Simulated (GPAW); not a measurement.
# AlInSb2 (P-4m2): G0W0 on several meshes in GPAW

Aim: the GW shift of AlInSb2 (P-4m2) against the k mesh.

Method: LDA and many-body steps on it, plane waves, in GPAW 26.7.0.

### 1. Set-up

Symmetry: P-4m2, No. 115, tetragonal system. Conventional cell: a = 4.506 Å, b = 4.506 Å, c = 6.349 Å, α = 90.00°, β = 90.00°, γ = 90.00°. Nearest to Al lie 4 Sb at 2.70 Å. Nearest to In lie 4 Sb at 2.82 Å. Nearest to Sb lie 2 Al at 2.70 Å and 2 In at 2.82 Å. Farther neighbours are not listed.

Structure file:

```cif
data_structure
_symmetry_space_group_name_H-M 'P 1'
_symmetry_Int_Tables_number 1
_cell_length_a 4.5062
_cell_length_b 4.5062
_cell_length_c 6.3488
_cell_angle_alpha 90.000
_cell_angle_beta 90.000
_cell_angle_gamma 90.000
_cell_volume 128.92
loop_
_atom_site_label
_atom_site_type_symbol
_atom_site_fract_x
_atom_site_fract_y
_atom_site_fract_z
_atom_site_occupancy
Al1 Al 0.00000 0.00000 0.00000 1
In2 In 0.50000 0.50000 0.50000 1
Sb3 Sb 0.00000 0.50000 0.23337 1
Sb4 Sb 0.50000 0.00000 0.76663 1
```

The cell and positions are those that the Materials Project relaxed with its own functionals (PBE, PBE+U or r2SCAN), kept fixed. Spin-orbit coupling is left out unless a step names it.

### 2. Empty states on the mesh, 2×2×2 mesh, 443 bands

This step: GPAW 26.7.0; DFT, LDA, plane waves, PAW.

The sums over transitions need many empty states on a uniform mesh; this step solves for them.

run.py

```python
import json
import numpy as np
from gpaw.mpi import world
from gpaw import GPAW

calc = GPAW('gs.gpw').fixed_density(kpts={'size': (2, 2, 2), 'gamma': True},
    parallel={'domain': 1, 'band': 1},
    txt='nscf.txt')
calc.diagonalize_full_hamiltonian(nbands=443)
calc.write('full.gpw', mode='all')
res = {}
kpts = calc.get_ibz_k_points()
res['kpts'] = kpts
res['eigenvalues'] = [calc.get_eigenvalues(kpt=k) for k in range(len(kpts))]
res['n_electrons'] = calc.get_number_of_electrons()

if world.rank == 0:
    with open('result.json', 'w') as f:
        json.dump(res, f, default=lambda x: x.tolist())
```

Run with:

```sh
$ mpirun -n 4 gpaw python run.py
```

Numbers of over 12 decimals in the logs are rounded to 6 here.

The program printed:

```text
Diagonalizing LCAO Hamiltonian
Converting LCAO to pw mode
convergence criteria:
- Maximum integral of absolute [eigenst]ate change: 4e-08 eV^2 / valence electron
maximum number of iterations: 100

SCF iterations
|iter     |     time |      energy | eigst |  dens |
|iter:   1|  |             | +1.14 |       |
|iter:   2|  |             | -0.46 |       |
|iter:   3|  |             | -1.73 |       |
[...]
|iter:  12|  |             | -6.36 |       |
|iter:  13|  |             | -7.14 |       |
|iter:  14|  |             | -7.44c|       |
SCF steps: 14
  __  _  _
 | _ |_)|_||  |
 |__||  | ||/\| - 26.7.0

Input parameters:
  mode=PW(ecut=450.000000),
  convergence={'density': 1e-06, 'bands': -3},
  gpts=array([24, 24, 32]),
  kpts=MonkhorstPack(size=(2, 2, 2), gamma=True),
  maxiter=100,
  nbands=31,
  occupations=Occupations(name='fermi-dirac', width=0.001, fixmagmom=False),
  parallel={'domain': 1, 'band': 1},
  xc=XC(name='LDA')
Matrix size: 2781x2781
# Writing to full.gpw (mode='all')
  [... matrices ...]

timing:  # [seconds]
  Total: 43.602  # ━━━━━━━━━━━━━━━━━━━━━━━━━━━━━━━━━━━━━━━━━━━━━━━━━━━━━━━━━━
```

It took 50 s on 4 MPI ranks of Arm Neoverse V1, shared host; peak memory 2.7 GiB; 3.3 min of CPU time.

Numbers from this step:

- gap: 0.2655 eV
- k of the valence top: 0, 0, 0
- k of the conduction bottom: 0, 0, 0
- least direct gap: 0.2655 eV
- k points computed: 6
- lowest point of the top converged band, above the valence top: 118.1911 eV

On this mesh the gap is 0.266 eV.

### 3. 2×2×2

G0W0 replaces the xc potential by the self-energy, built once from these orbitals. Only a window of levels is corrected, while the sums run over the empty bands that the input names.

This step: G0W0 on LDA, plane waves, PAW.

run.py

```python
import json
import numpy as np
from gpaw.mpi import world
from gpaw.response.g0w0 import G0W0

gw = G0W0('full.gpw',
    filename='gw',
    kpts=[0],
    bands=(21, 25),
    ecut=78,
    nbands=201,
    integrate_gamma='WS',
    ppa=True)
gw.calculate()
res = {mode: {k: v for k, v in r.items() if k != 'sigma_eskwn'}
       for mode, r in gw.all_results.items()}

if world.rank == 0:
    with open('result.json', 'w') as f:
        json.dump(res, f, default=lambda x: x.tolist())
```

Run with:

```sh
$ mpirun -n 4 gpaw python run.py
```

The program printed:

```text
Using integrator: PointIntegrator
FrequencyGridDescriptor(from 0.000+0.000j to 0.000+27.211j eV, 2 points)
Nonperiodic BCs:  [False False False]
Using integrator: PointIntegrator
FrequencyGridDescriptor(from 0.000+0.000j to 0.000+27.211j eV, 2 points)
Nonperiodic BCs:  [False False False]
  ___  _ _ _
 |   || | | |
 | | || | | |
 |__ ||_____|
 |___|

BZ k-points: Symmetries present (total): 8

  [... matrices ...]
8 k-points: 2 x 2 x 2 Monkhorst-Pack grid + [1/4,1/4,1/4]
6 k-points in the irreducible part of the Brillouin zone
       k-points in crystal coordinates                weights
   0:     0.00000000    0.00000000    0.00000000          1/8
   1:     0.00000000    0.00000000    0.50000000          1/8
   2:     0.50000000    0.00000000    0.00000000          2/8
   3:     0.50000000    0.00000000    0.50000000          2/8
   4:     0.50000000    0.50000000    0.00000000          1/8
   5:     0.50000000    0.50000000    0.50000000          1/8

Distributing spins, k-points and bands (1 x 1 x 4) over 4 processes
Number of blocks: 1

Quasi particle states:
k-points (IBZ indices): [0]
Band range: (21, 25)
  [... matrices ...]
Computational parameters:
Plane wave cut-off: 78 eV
Number of bands: 201
Coulomb cutoff: None
Broadening: 0.1 eV

fxc modes: GW
Kernel: RPA
Using Godby-Needs plasmon-pole approximation:
  Fitting energy: i*E0, E0 = 1.000 Hartree
Summing all q:

Calculating screened Coulomb potential
No Coulomb truncation
FrequencyGridDescriptor(from 0.000+0.000j to 0.000+27.211j eV, 2 points)
Removing empty qpoint cache files...

Calculating chi0 body with:
    Ground state adapter containing:
    Number of spins: 1
    Number of kpoints: 8
    Number of irreducible kpoints: 6
    Number of completely occupied states: 23
    Number of partially occupied states: 23
    Occupied states memory: 6.46875 M / cpu

    Linear response parametrization:
    q_c: [0.0, 0.0, 0.0]
    Number of frequency points: 2
    Planewave cutoff: 78.0
    Number of bands: 201
    Number of planewaves: 221
    Broadening (eta): 1e-06
    comm.size: 4
    kncomm.size: 4
    blockcomm.size: 1

    Memory estimate of potentially large arrays:
        chi0_wGG: 1.490509 M / cpu
Integrating chi0 body.

Symmetries of q_c:
    Direct symmetries (Uq -> q): 8
    Indirect symmetries (TUq -> q): 8
In total 16 allowed symmetries.

  [... matrices ...]
6 groups of equivalent kpoints. 25.0% reduction.

Integral kind: response function
Integrating chi0 head and wings.

Symmetries of q_c:
    Direct symmetries (Uq -> q): 8
    Indirect symmetries (TUq -> q): 8
In total 16 allowed symmetries.

  [... matrices ...]
6 groups of equivalent kpoints. 25.0% reduction.

Integral kind: response function wings

Calculating chi0 body with:
    Ground state adapter containing:
    Number of spins: 1
    Number of kpoints: 8
    Number of irreducible kpoints: 6
    Number of completely occupied states: 23
    Number of partially occupied states: 23
    Occupied states memory: 6.46875 M / cpu

    Linear response parametrization:
[... the further q-points ...]

Results:
f:      Occupation numbers
eps:     KS-eigenvalues [eV]
vxc:     KS vxc [eV]
exx:     Exact exchange [eV]
sigma:   Self-energies [eV]
dsigma:  Self-energy derivatives
Z:       Renormalization factors
qp:      QP-energies [eV]

k-point 0 (0): (0.000, 0.000, 0.000)                GW
band       f     eps     vxc     exx   sigma  dsigma       Z      qp
                                                                   GW
  21   1.000   4.060 -13.883 -15.418   1.364  -0.264   0.791   3.925
  22   1.000   4.060 -13.883 -15.418   1.365  -0.264   0.791   3.925
  23   0.000   4.325 -15.120 -10.362  -3.636  -0.258   0.795   5.217
  24   0.000   5.338 -10.706  -6.304  -3.992  -0.254   0.797   5.665
```

Wall time 28 s (4 MPI ranks); peak memory 1.6 GiB; 1.8 min of CPU time.

Numbers from this step:

* G0W0 gap on the points computed: 1.292 eV
* least direct G0W0 gap on the computed points: 1.292 eV
* Z at the valence top: 0.7912
* Z at the conduction bottom: 0.7952
* starting gap on the mesh: 0.2655 eV
* k of the valence top: 0, 0, 0
* k of the conduction bottom: 0, 0, 0

The gap on the mesh goes from 0.27 eV to 1.29 eV, a correction of +1.03 eV.

### 4. Empty states on the mesh, 2×2×1 mesh, 211 bands

This step: DFT, LDA, plane waves, PAW.

run.py

```python
import json
import numpy as np
from gpaw.mpi import world
from gpaw import GPAW

calc = GPAW('gs.gpw').fixed_density(kpts={'size': (2, 2, 1), 'gamma': True},
    parallel={'domain': 1, 'band': 1},
    txt='nscf.txt')
calc.diagonalize_full_hamiltonian(nbands=211)
calc.write('full.gpw', mode='all')
res = {}
kpts = calc.get_ibz_k_points()
res['kpts'] = kpts
res['eigenvalues'] = [calc.get_eigenvalues(kpt=k) for k in range(len(kpts))]
res['n_electrons'] = calc.get_number_of_electrons()

if world.rank == 0:
    with open('result.json', 'w') as f:
        json.dump(res, f, default=lambda x: x.tolist())
```

Run with:

```sh
$ mpirun -n 3 gpaw python run.py
```

The program printed:

```text
Diagonalizing LCAO Hamiltonian
Converting LCAO to pw mode
convergence criteria:
- Maximum integral of absolute [eigenst]ate change: 4e-08 eV^2 / valence electron
maximum number of iterations: 100

SCF iterations
|iter     |     time |      energy | eigst |  dens |
|iter:   1|  |             | +1.15 |       |
|iter:   2|  |             | -0.26 |       |
|iter:   3|  |             | -1.75 |       |
[...]
|iter:  13|  |             | -6.84 |       |
|iter:  14|  |             | -7.15 |       |
|iter:  15|  |             | -7.91c|       |
SCF steps: 15
  __  _  _
 | _ |_)|_||  |
 |__||  | ||/\| - 26.7.0

Input parameters:
  mode=PW(ecut=450.000000),
  convergence={'density': 1e-06, 'bands': -3},
  gpts=array([24, 24, 32]),
  kpts=MonkhorstPack(size=(2, 2, 1), gamma=True),
  maxiter=100,
  nbands=31,
  occupations=Occupations(name='fermi-dirac', width=0.001, fixmagmom=False),
  parallel={'domain': 1, 'band': 1},
  xc=XC(name='LDA')
Matrix size: 2781x2781
# Writing to full.gpw (mode='all')
  [... matrices ...]

timing:  # [seconds]
  Total: 20.103  # ━━━━━━━━━━━━━━━━━━━━━━━━━━━━━━━━━━━━━━━━━━━━━━━━━━━━━━━━━━
```

It took 25 s on 3 MPI ranks; peak memory 2 GiB; 76 s of CPU time.

Numbers from this step:

* gap: 0.2655 eV
* k of the valence top: 0, 0, 0
* k of the conduction bottom: 0, 0, 0
* least direct gap: 0.2655 eV
* k points computed: 3
* lowest point of the top converged band, above the valence top: 66.5283 eV

On this mesh the gap is 0.266 eV.

### 5. 2×2×1

This step: G0W0 on LDA, plane waves, PAW.

run.py

```python
import json
import numpy as np
from gpaw.mpi import world
from gpaw.response.g0w0 import G0W0

gw = G0W0('full.gpw',
    filename='gw',
    kpts=[0],
    bands=(21, 25),
    ecut=78,
    nbands=201,
    integrate_gamma='WS',
    ppa=True)
gw.calculate()
res = {mode: {k: v for k, v in r.items() if k != 'sigma_eskwn'}
       for mode, r in gw.all_results.items()}

if world.rank == 0:
    with open('result.json', 'w') as f:
        json.dump(res, f, default=lambda x: x.tolist())
```

Run with:

```sh
$ mpirun -n 4 gpaw python run.py
```

The program printed:

```text
Using integrator: PointIntegrator
FrequencyGridDescriptor(from 0.000+0.000j to 0.000+27.211j eV, 2 points)
Nonperiodic BCs:  [False False False]
Using integrator: PointIntegrator
FrequencyGridDescriptor(from 0.000+0.000j to 0.000+27.211j eV, 2 points)
Nonperiodic BCs:  [False False False]
  ___  _ _ _
 |   || | | |
 | | || | | |
 |__ ||_____|
 |___|

BZ k-points: Symmetries present (total): 8

  [... matrices ...]
4 k-points: 2 x 2 x 1 Monkhorst-Pack grid + [1/4,1/4,0.000000]
3 k-points in the irreducible part of the Brillouin zone
       k-points in crystal coordinates                weights
   0:     0.00000000    0.00000000    0.00000000          1/4
   1:     0.50000000    0.00000000    0.00000000          2/4
   2:     0.50000000    0.50000000    0.00000000          1/4

Distributing spins, k-points and bands (1 x 1 x 4) over 4 processes
Number of blocks: 1

Quasi particle states:
k-points (IBZ indices): [0]
Band range: (21, 25)
  [... matrices ...]
Computational parameters:
Plane wave cut-off: 78 eV
Number of bands: 201
Coulomb cutoff: None
Broadening: 0.1 eV

fxc modes: GW
Kernel: RPA
Using Godby-Needs plasmon-pole approximation:
  Fitting energy: i*E0, E0 = 1.000 Hartree
Summing all q:

Calculating screened Coulomb potential
No Coulomb truncation
FrequencyGridDescriptor(from 0.000+0.000j to 0.000+27.211j eV, 2 points)
Removing empty qpoint cache files...

Calculating chi0 body with:
    Ground state adapter containing:
    Number of spins: 1
    Number of kpoints: 4
    Number of irreducible kpoints: 3
    Number of completely occupied states: 23
    Number of partially occupied states: 23
    Occupied states memory: 6.46875 M / cpu

    Linear response parametrization:
    q_c: [0.0, 0.0, 0.0]
    Number of frequency points: 2
    Planewave cutoff: 78.0
    Number of bands: 201
    Number of planewaves: 221
    Broadening (eta): 1e-06
    comm.size: 4
    kncomm.size: 4
    blockcomm.size: 1

    Memory estimate of potentially large arrays:
        chi0_wGG: 1.490509 M / cpu
Integrating chi0 body.

Symmetries of q_c:
    Direct symmetries (Uq -> q): 8
    Indirect symmetries (TUq -> q): 8
In total 16 allowed symmetries.

  [... matrices ...]
3 groups of equivalent kpoints. 25.0% reduction.

Integral kind: response function
Integrating chi0 head and wings.

Symmetries of q_c:
    Direct symmetries (Uq -> q): 8
    Indirect symmetries (TUq -> q): 8
In total 16 allowed symmetries.

  [... matrices ...]
3 groups of equivalent kpoints. 25.0% reduction.

Integral kind: response function wings

Calculating chi0 body with:
    Ground state adapter containing:
    Number of spins: 1
    Number of kpoints: 4
    Number of irreducible kpoints: 3
    Number of completely occupied states: 23
    Number of partially occupied states: 23
    Occupied states memory: 6.46875 M / cpu

    Linear response parametrization:
[... the further q-points ...]

Results:
f:      Occupation numbers
eps:     KS-eigenvalues [eV]
vxc:     KS vxc [eV]
exx:     Exact exchange [eV]
sigma:   Self-energies [eV]
dsigma:  Self-energy derivatives
Z:       Renormalization factors
qp:      QP-energies [eV]

k-point 0 (0): (0.000, 0.000, 0.000)                GW
band       f     eps     vxc     exx   sigma  dsigma       Z      qp
                                                                   GW
  21   1.000   4.060 -13.883 -15.589   1.592  -0.260   0.794   3.969
  22   1.000   4.060 -13.883 -15.589   1.592  -0.260   0.794   3.969
  23   0.000   4.325 -15.120 -10.103  -3.925  -0.255   0.797   5.196
  24   0.000   5.338 -10.706  -6.273  -4.083  -0.247   0.802   5.619
```

Wall time 12 s (4 MPI ranks); peak memory 1.5 GiB.

Numbers from this step:

```
G0W0 gap on the points computed              : 1.227 eV
least direct G0W0 gap on the computed points : 1.227 eV
Z at the valence top                         : 0.7937
Z at the conduction bottom                   : 0.7965
starting gap on the mesh                     : 0.2655 eV
k of the valence top                         : 0, 0, 0
k of the conduction bottom                   : 0, 0, 0
```

Against G0W0 in GPAW (2×2×2 mesh, 201 bands, screening to 78 eV, Godby-Needs plasmon pole), the gap moves by −0.065 eV.

### 6. Side by side

Times are wall times on 4 MPI ranks of Arm Neoverse V1, shared host, good to a factor of about two.

```
  run   mesh  bands  screening cutoff (eV)  DFT gap (eV)  gap on the mesh (eV)  direct (eV)  time
2×2×2  2×2×2    201                     78         0.266                 1.292        1.292  28 s
2×2×1  2×2×1    201                     78         0.266                 1.227        1.227  12 s
```

### 7. Summary of results

```yaml
2x2x2: 1.292 eV
2x2x1: 1.227 eV
known_limits: not at the basis limit; no spin-orbit coupling; coarse k mesh
```

In words: 2×2×1: −0.065 eV against 2×2×2. Bands and cutoff are finite, so the gap is not at the basis limit. The miss can reach some tenths of an eV and take either sign; the mesh is an error of its own. These stock PAW sets were not made for GW. In the G0W0 runs levels were corrected at 1 k point alone, so a gap called «on the mesh» is the least over those, and an edge elsewhere would be missed. The 2×2×2 mesh is coarse for this cell, which bears on the long-range parts of exchange and screening. Mesh or cutoff lie under what a gap needs, so these runs test behaviour and cost; their gaps are not to be quoted. The many-body steps are scalar-relativistic: spin-orbit coupling is not in them.

[Paths, hosts, dates, memory and timing lines, banners, echoed tables and standing remarks are left out of the program output.]

[Logs are printed without paths, hosts, clocks, repeated set-up lines and the standing remarks that a program may print on its own settings, such as how far it seeks lower states.]

[Runs of the session that timed out or met a known fault of the program may be left out.]

[Hosts, paths, dates, database ids (printed as entryN), source tags and the programs' standing remarks are cut or masked in the printed files.]
